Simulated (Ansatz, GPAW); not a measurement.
# methylbenzenedithiol between two Ni chains: relaxation, then transmission at several levels, part 2 of 4

How well does methylbenzenedithiol between two Ni chains conduct once its atoms have relaxed, and how much do cheaper levels lose?

GPAW 26.7.0 and Ansatz 0.2.0; Ansatz plane waves; relaxation of the junction with the lead ends held; PAW set soft_1 (the session's first sound run).

So far. Step 2 (Relaxing the atoms): The relaxation lowered the energy of the cell by 2.08 eV.

**3. Plane waves, PBE**

A plane-wave run comes first: its basis does not favour the atoms, so it serves as the reference for the orbital bases.

This step: Ansatz plane waves; Landauer transmission by layers, zero bias; PAW set soft_1 (Ansatz 0.2.0).

The input, input.yaml:

```yaml
crystal:
  lattice:
    - [16.4076762891, 0.0, 0.0]
    - [0.0, 11.2273015641, 0.0]
    - [0.0, 0.0, 40.2917127116]
  atoms:
    - { symbol: Ni, position: [0.5, 0.5, 0.0268045195], spin: 1.0 }
    - { symbol: Ni, position: [0.5, 0.5, 0.0804135586], spin: 1.0 }
    - { symbol: Ni, position: [0.5, 0.5, 0.1340225976], spin: 1.0 }
    - { symbol: Ni, position: [0.5, 0.5, 0.1876316367], spin: 1.0 }
    - { symbol: Ni, position: [0.5, 0.5, 0.2412406757], spin: 1.0 }
    - { symbol: Ni, position: [0.5, 0.5, 0.2948497148], spin: 1.0 }
    - { symbol: Ni, position: [0.5515382845, 0.3982499428, 0.3363966713], spin: 1.0 }
    - { symbol: Ni, position: [0.5126292094, 0.4818794396, 0.3832206847], spin: 1.0 }
    - { symbol: S, position: [0.5771903295, 0.4885766229, 0.4282151942] }
    - { symbol: C, position: [0.5290080246, 0.4786101243, 0.4672639249] }
    - { symbol: H, position: [0.4026131105, 0.4598961997, 0.4521590491] }
    - { symbol: H, position: [0.6464296359, 0.4937900652, 0.4911229058] }
    - { symbol: C, position: [0.4445620496, 0.4668422844, 0.4730491629] }
    - { symbol: C, position: [0.5809304411, 0.4856965685, 0.495302224] }
    - { symbol: C, position: [0.4147587876, 0.4641530395, 0.5052452632] }
    - { symbol: C, position: [0.5519948102, 0.4846681191, 0.527872453] }
    - { symbol: H, position: [0.6736026079, 0.4993961429, 0.5480753719] }
    - { symbol: H, position: [0.3493591287, 0.4551296101, 0.5093935021] }
    - { symbol: C, position: [0.466643844, 0.4745005278, 0.5332527427] }
    - { symbol: C, position: [0.6100876191, 0.4952491562, 0.5564776516] }
    - { symbol: H, position: [0.6041573066, 0.4186653593, 0.573510048] }
    - { symbol: H, position: [0.597450209, 0.5763350943, 0.5710787205] }
    - { symbol: S, position: [0.4173769431, 0.4780705441, 0.5721139701] }
    - { symbol: Ni, position: [0.4878557835, 0.4803204112, 0.6156354728], spin: 1.0 }
    - { symbol: Ni, position: [0.4467623512, 0.4033732923, 0.6629610274], spin: 1.0 }
    - { symbol: Ni, position: [0.5, 0.5, 0.7051502852], spin: 1.0 }
    - { symbol: Ni, position: [0.5, 0.5, 0.7587593243], spin: 1.0 }
    - { symbol: Ni, position: [0.5, 0.5, 0.8123683633], spin: 1.0 }
    - { symbol: Ni, position: [0.5, 0.5, 0.8659774024], spin: 1.0 }
    - { symbol: Ni, position: [0.5, 0.5, 0.9195864414], spin: 1.0 }
    - { symbol: Ni, position: [0.5, 0.5, 0.9731954805], spin: 1.0 }
magnetization:
  spin_polarized: true
kpoints:
  mp_grid: { grid: [1, 1, 2] }
hamiltonian:
  xc: pbe
  pseudopotentials: { kind: paw, azcp: { folder: soft_1 } }
scf:
  occupations: { method: fermi_dirac, width: 0.1 }
output:
  transmission:
    leads: [[0, 1]]
    e_range: [-2, 2]
    de: 0.025
    kmesh: [1, 1]
    reduced_basis: true
  write_potential: true
  write_density: true
  volumetric_format: npy
```

Started as:

```sh
ansatz run input.yaml --threads 4 --pin off --max-ram 8192MiB --backend cpu --events-out ev --progress --plain --runs-dir out
```

Numbers of over 12 decimals in the logs are rounded to 6 here.

The log of the run:

```text
Engine: ansatz 0.2.0, aarch64-unknown-linux-gnu
Pseudopotentials: kind: paw
Pseudopotential: Ni, paw, valence charge 18, recommended cutoff 420 eV (normal), soft_1/Ni.paw.azcp
Pseudopotential: S, paw, valence charge 6, recommended cutoff 420 eV (normal), soft_1/S.paw.azcp
Pseudopotential: C, paw, valence charge 4, recommended cutoff 420 eV (normal), soft_1/C.paw.azcp
Pseudopotential: H, paw, valence charge 1, recommended cutoff 420 eV (normal), soft_1/H.paw.azcp
Functional definition: PBE
  parameter kappa = 0.804
  parameter beta = 0.066725
  exchange = pbe_x(kappa = kappa, mu = beta*pi^2/3)
  correlation = pbe_c(beta = beta)
Error: memory limit exceeded: the `scf loop` phase needs 9.34 GiB against the run's memory maximum of 8.00 GiB; largest carriers: eigensolver slots 1.86 GiB, wavefunctions 1.82 GiB, projector tables 1.39 GiB, iteration grids 1.01 GiB, density mixer 0.91 GiB; a spill directory would not be enough: with 4 of 4 wavefunction blocks spilled the largest phase would still need 8.44 GiB
with nothing else changed it takes a maximum of at least 9.35 GiB, with nothing to spare, and 10.28 GiB leaves up to a tenth: --max-ram 10.28GiB where that set the maximum, else more of the term that did, and with no share typed, where 10.28 GiB is over 0.88 of the host's memory or its container's limit, a share of 0.88 or more that holds the maximum too (--max-ram-frac F), where one does; The budget is ten elevenths [...]
```

The job ended after 3.5 s (4 threads of Arm Neoverse V2, shared host; peak memory 0.53 GiB).

The input was rejected at the start.

The program's message: “Error: memory limit exceeded: the `scf loop` phase needs 9.34 GiB against the run's memory maximum of 8.00 GiB; largest carriers: eigensolver slots 1.86 GiB, wavefunctions 1.82 GiB, projector tables 1 …”

**4. GPAW, dzp**

Localised orbitals split the wire into layers that couple to their neighbours alone, which is what the Green's function method needs; double zeta with polarisation is the usual level for numbers.

This step: GPAW LCAO, PAW setups; Landauer transmission from Green's functions with principal layers (ASE), zero bias (GPAW 26.7.0).

The input, run.py:

```python
import json
import numpy as np
from ase import Atoms
from ase.transport.calculators import TransportCalculator
from gpaw import GPAW, FermiDirac
from gpaw.lcao.tools import get_lcao_hamiltonian
from scipy.linalg import eigh

# The junction with lead layers at both ends, along the third cell vector
device = Atoms(
    ['Ni', 'Ni', 'Ni', 'Ni', 'Ni', 'Ni', 'Ni', 'Ni', 'S', 'C', 'H', 'H', 'C', 'C', 'C', 'C', 'H', 'H', 'C', 'C', 'H', 'H', 'S', 'Ni', 'Ni', 'Ni', 'Ni', 'Ni', 'Ni', 'Ni', 'Ni'],
    positions=[
        [8.20384, 5.61365, 1.08000],
        [8.20384, 5.61365, 3.24000],
        [8.20384, 5.61365, 5.40000],
        [8.20384, 5.61365, 7.56000],
        [8.20384, 5.61365, 9.72000],
        [8.20384, 5.61365, 11.88000],
        [9.04946, 4.47127, 13.55400],
        [8.41105, 5.41021, 15.44062],
        [9.47035, 5.48540, 17.25352],
        [8.67979, 5.37350, 18.82686],
        [6.60595, 5.16339, 18.21826],
        [10.60641, 5.54393, 19.78818],
        [7.29423, 5.24138, 19.05996],
        [9.53172, 5.45306, 19.95657],
        [6.80523, 5.21119, 20.35720],
        [9.05695, 5.44152, 21.26889],
        [11.05225, 5.60687, 22.08290],
        [5.73217, 5.10988, 20.52434],
        [7.65654, 5.32736, 21.48567],
        [10.01012, 5.56031, 22.42144],
        [9.91282, 4.70048, 23.10770],
        [9.80277, 6.47069, 23.00974],
        [6.84819, 5.36744, 23.05145],
        [8.00458, 5.39270, 24.80501],
        [7.33033, 4.52879, 26.71184],
        [8.20384, 5.61365, 28.41171],
        [8.20384, 5.61365, 30.57171],
        [8.20384, 5.61365, 32.73171],
        [8.20384, 5.61365, 34.89171],
        [8.20384, 5.61365, 37.05171],
        [8.20384, 5.61365, 39.21171]],
    cell=[[16.40768, 0.0, 0.0], [0.0, 11.2273, 0.0], [0.0, 0.0, 40.29171]],
    pbc=True,
    magmoms=[1.0, 1.0, 1.0, 1.0, 1.0, 1.0, 1.0, 1.0, 0.0, 0.0, 0.0, 0.0, 0.0, 0.0, 0.0, 0.0, 0.0, 0.0, 0.0, 0.0, 0.0, 0.0, 0.0, 1.0, 1.0, 1.0, 1.0, 1.0, 1.0, 1.0, 1.0])

# One principal layer of the lead: the first 5 atoms of the device
lead = Atoms(
    ['Ni', 'Ni', 'Ni', 'Ni', 'Ni'],
    positions=[
        [8.20384, 5.61365, 1.08000],
        [8.20384, 5.61365, 3.24000],
        [8.20384, 5.61365, 5.40000],
        [8.20384, 5.61365, 7.56000],
        [8.20384, 5.61365, 9.72000]],
    cell=[[16.40768, 0.0, 0.0], [0.0, 11.2273, 0.0], [0.0, 0.0, 10.8]],
    pbc=True,
    magmoms=[1.0, 1.0, 1.0, 1.0, 1.0])

settings = dict(mode='lcao', basis='dzp', xc='PBE', h=0.18,
                occupations=FermiDirac(0.1), maxiter=250,
                mixer=dict(beta=0.05, nmaxold=8, weight=100.0),
                convergence=dict(density=0.0001))
energies = np.arange(-2, 2 + 1e-9, 0.025)
eta = 0.0001
n1, n2 = 1, 1
# k and -k transmit alike, so half of the mesh across the current serves
mesh = [(i, j) for i in range(n1) for j in range(n2) if (i, j) <= (-i % n1, -j % n2)]
weights = np.array([1 if (i, j) == (-i % n1, -j % n2) else 2 for i, j in mesh]) / (n1 * n2)

# [... helper functions left out ...]
fermi_lead = ground_state(lead, (1, 1, 11), 'lead.txt')
fermi_device = ground_state(device, (1, 1, 2), 'device.txt')
# [... loop over the mesh left out, but for ...]
        # Shift the lead onto the potential of the device's first layer
        shift = ((H[:, 0, 0] - H0[:, 0, 0]) / S0[0, 0]).real.mean()
# [...]
kT = 8.617333e-5 * 300
bias = [0.1, 0.2, 0.5, 1.0, 1.5, 2.0]
# [... integrals and printing left out ...]
```

Started as:

```sh
OMP_NUM_THREADS=1 OPENBLAS_NUM_THREADS=1 python run.py
```

The log of the run:

```text
basis functions: device 579, principal layer 135
Fermi level: lead -3.9896 eV, device -3.8671 eV; lead shifted by 0.0013 eV
largest coupling past the next layer 1.00e-05 eV, largest misfit of the first layer 0.109 eV
  E-E_F (eV)   T up        T down      [channel counts left out]
    -2.000    8.3897e-01  1.9288e-01
    -1.975    8.7812e-02  2.5317e-01
    -1.950    9.4434e-01  3.4450e-01
    -1.925    9.9221e-01  8.6940e-01
    -1.900    9.8819e-01  8.0469e-01
    -1.875    9.2441e-01  1.3344e-01
    -1.850    8.1319e-01  9.3620e-02
    -1.825    6.9257e-01  6.7204e-02
    -1.800    5.9530e-01  5.0270e-02
    -1.775    5.3618e-01  3.9344e-02
    -1.750    5.2064e-01  3.2389e-02
    -1.725    5.5806e-01  2.7768e-02
    -1.700    6.6992e-01  2.4706e-02
    -1.675    8.6557e-01  2.2692e-02
    -1.650    9.1288e-01  2.1428e-02
    -1.625    5.2514e-01  2.0756e-02
[...]
1.825    3.9500e-04  2.3498e-04
     1.850    4.4424e-04  2.9155e-04
     1.875    5.0073e-04  4.2584e-04
     1.900    5.6949e-04  5.5578e-04
     1.925    6.6213e-04  6.7830e-04
     1.950    8.3288e-04  7.9926e-04
     1.975    3.4814e-03  9.2672e-04
     2.000    4.8623e-03  1.0720e-03
conductance at 300 K: 0.37851 G0 a cell; thermopower 4.513 uV/K
current from the zero-bias T(E) at 0.1 V: 2.8798 uA
current from the zero-bias T(E) at 0.2 V: 5.5675 uA
current from the zero-bias T(E) at 0.5 V: 14.297 uA
current from the zero-bias T(E) at 1.0 V: 23.642 uA
current from the zero-bias T(E) at 1.5 V: 26.063 uA
current from the zero-bias T(E) at 2.0 V: 34.715 uA
```

Elapsed: 24 min, on 1 thread; peak memory 4.7 GiB.

Numbers from this step:

* conductance: 0.3785 G₀
* largest coupling past the next principal layer: 1.00e-5 eV
* largest misfit of the first principal layer: 0.1087 eV
* shift that aligns the lead: 0.001342 eV
* basis functions of the junction: 579
* basis functions of a principal layer: 135
* transmission at the Fermi level, spin up: 0.01920
* transmission at the Fermi level, spin down: 0.7825

Each spin. The transmission, zone mean by energy, zero at the Fermi level:

| energy (eV) | T, spin up | T, spin down |
| --- | --- | --- |
| -2.000 | 0.839 | 0.193 |
| -1.925 | 0.992 | 0.869 |
| -1.900 | 0.988 | 0.805 |
| -1.800 | 0.595 | 0.0503 |
| -1.700 | 0.670 | 0.0247 |
| -1.650 | 0.913 | 0.0214 |
| -1.600 | 0.221 | 0.0206 |
| -1.500 | 0.0398 | 0.0240 |
| -1.400 | 0.0334 | 0.0317 |
| -1.300 | 0.0960 | 0.0917 |
| -1.200 | 0.389 | 0.734 |
| -1.100 | 0.947 | 0.250 |
| -1.050 | 1.00 | 0.447 |
| -1.000 | 0.464 | 0.751 |
| -0.900 | 0.519 | 0.700 |
| -0.800 | 0.0518 | 0.826 |
| -0.700 | 0.00353 | 0.0558 |
| -0.600 | 0.00437 | 0.0368 |
| -0.500 | 0.0147 | 0.0611 |
| -0.400 | 0.0456 | 0.138 |
| -0.300 | 0.273 | 0.230 |
| -0.250 | 0.940 | 0.282 |
| -0.200 | 0.407 | 0.393 |
| -0.100 | 0.0560 | 0.640 |
| 0.000 | 0.0192 | 0.783 |
| 0.100 | 0.00926 | 0.566 |
| 0.200 | 0.00531 | 0.914 |
| 0.225 | 0.00470 | 0.955 |
| 0.300 | 0.00338 | 0.360 |
| 0.400 | 0.00232 | 0.740 |
| 0.450 | 0.00197 | 0.975 |
| 0.500 | 0.00169 | 0.520 |
| 0.600 | 0.00129 | 0.0807 |
| 0.700 | 0.00102 | 0.0363 |
| 0.800 | 8.4e-4 | 0.0170 |
| 0.900 | 7.2e-4 | 0.00879 |
| 1.000 | 6.5e-4 | 0.00517 |
| 1.100 | 6.0e-4 | 0.00340 |
| 1.200 | 5.9e-4 | 0.00247 |
| 1.300 | 6.3e-4 | 0.00196 |
| 1.400 | 7.6e-4 | 0.00170 |
| 1.500 | 0.00145 | 0.00162 |
| 1.600 | 0.140 | 0.00179 |
| 1.700 | 1.8e-4 | 0.00304 |
| 1.800 | 3.5e-4 | 0.0816 |
| 1.900 | 5.7e-4 | 5.6e-4 |
| 2.000 | 0.00486 | 0.00107 |

Not self-consistent under bias; the bias window is split evenly. The current through one cell, from the zero-bias transmission by bias:

| bias (V) | current through one cell, from the zero-bias transmission (μA) |
| --- | --- |
| 0.100 | 2.88 |
| 0.200 | 5.57 |
| 0.500 | 14.3 |
| 1.000 | 23.6 |
| 1.500 | 26.1 |
| 2.000 | 34.7 |

Table of transmission of the three most open eigenchannels by energy, zero at the Fermi level:

| energy (eV) | channel 1 up | channel 2 up | channel 3 up | channel 1 down | channel 2 down | channel 3 down |
| --- | --- | --- | --- | --- | --- | --- |
| -2.000 | 0.836 | 0.00322 | 9.4e-5 | 0.193 | 0 | 0 |
| -1.800 | 0.593 | 0.00207 | 9.6e-5 | 0.0497 | 5.3e-4 | 0 |
| -1.600 | 0.219 | 0.00221 | 1.2e-4 | 0.0169 | 0.00371 | 5.3e-9 |
| -1.400 | 0.0275 | 0.00562 | 1.6e-4 | 0.0266 | 0.00515 | 7.8e-7 |
| -1.200 | 0.380 | 0.00842 | 4.2e-4 | 0.732 | 0.00140 | 4.9e-6 |
| -1.000 | 0.459 | 0.00504 | 1.3e-5 | 0.750 | 0.00114 | 5.2e-5 |
| -0.800 | 0.0514 | 4.4e-4 | 1.3e-6 | 0.823 | 0.00344 | 4.2e-6 |
| -0.600 | 0.00437 | 0 | 0 | 0.0278 | 0.00899 | 2.1e-5 |
| -0.400 | 0.0456 | 0 | 0 | 0.137 | 0.00125 | 9.4e-5 |
| -0.200 | 0.407 | 0 | 0 | 0.392 | 6.0e-4 | 1.6e-5 |
| 0.000 | 0.0192 | 0 | 0 | 0.782 | 4.1e-5 | 4.1e-6 |
| 0.200 | 0.00531 | 0 | 0 | 0.914 | 7.0e-5 | 5.9e-7 |
| 0.400 | 0.00232 | 0 | 0 | 0.740 | 9.0e-5 | 7.0e-7 |
| 0.600 | 0.00129 | 0 | 0 | 0.0806 | 2.6e-5 | 7.9e-7 |
| 0.800 | 8.4e-4 | 0 | 0 | 0.0170 | 0 | 0 |
| 1.000 | 6.5e-4 | 0 | 0 | 0.00517 | 0 | 0 |
| 1.200 | 5.9e-4 | 0 | 0 | 0.00247 | 0 | 0 |
| 1.400 | 7.6e-4 | 1.4e-12 | 0 | 0.00170 | 0 | 0 |
| 1.600 | 0.140 | 4.4e-12 | 1.8e-12 | 0.00179 | 1.0e-12 | 0 |
| 1.800 | 3.5e-4 | 0 | 0 | 0.0816 | 3.0e-10 | 2.0e-12 |
| 2.000 | 0.00421 | 4.1e-4 | 2.4e-4 | 0.00107 | 3.4e-11 | 3.3e-12 |

Site moment by element, in μB:

| element | atoms | mean | spread (r.m.s.) | least | largest |
| --- | --- | --- | --- | --- | --- |
| Ni | 16 | 1.15 | 0.08 | 0.97 | 1.21 |
| S | 2 | 0.07 | 0.00 | 0.07 | 0.07 |
| C | 7 | 0.01 | 0.00 | 0.00 | 0.01 |
| H | 6 | 0.00 | 0.00 | 0.00 | 0.00 |

The atoms farthest from the mean of their element:

| atom | x, y, z (Å) | site moment (μB) |
| --- | --- | --- |
| Ni24 | 8.00, 5.39, 24.81 | 0.97 |
| Ni8 | 8.41, 5.41, 15.44 | 0.99 |
| Ni7 | 9.05, 4.47, 13.55 | 1.06 |
| Ni25 | 7.33, 4.53, 26.71 | 1.06 |
| Ni5 | 8.20, 5.61, 9.72 | 1.21 |
| Ni27 | 8.20, 5.61, 30.57 | 1.21 |
| Ni2 | 8.20, 5.61, 3.24 | 1.21 |
| Ni30 | 8.20, 5.61, 37.05 | 1.21 |

Couplings past the next layer reach 1.0e-5 eV, small enough to drop; the matrix elements of the cell's first layer differ from the bulk lead's by up to 0.11 eV. That layer keeps its own values in the calculation, and only beyond it is the lead taken as perfect. The Fermi levels of lead and junction count from different zeros of potential, one for each periodic cell; with both set to zero, the small remaining shift is what aligns them. By hand: G = 0.3785 × 77.48 μS = 29.3 μS, a resistance of 34.1 kΩ; at 0.1 V a linear junction would pass 2.93 μA, and the integral over the bias window gives 2.88 μA.

(Part 2 of 4 ends here.)

[Logs are printed without paths, hosts, clocks, repeated set-up lines and the standing remarks that a program may print on its own settings, such as how far it seeks lower states.]

[Hosts, paths, dates, database ids (printed as entryN), source tags and the programs' standing remarks are cut or masked in the printed files.]
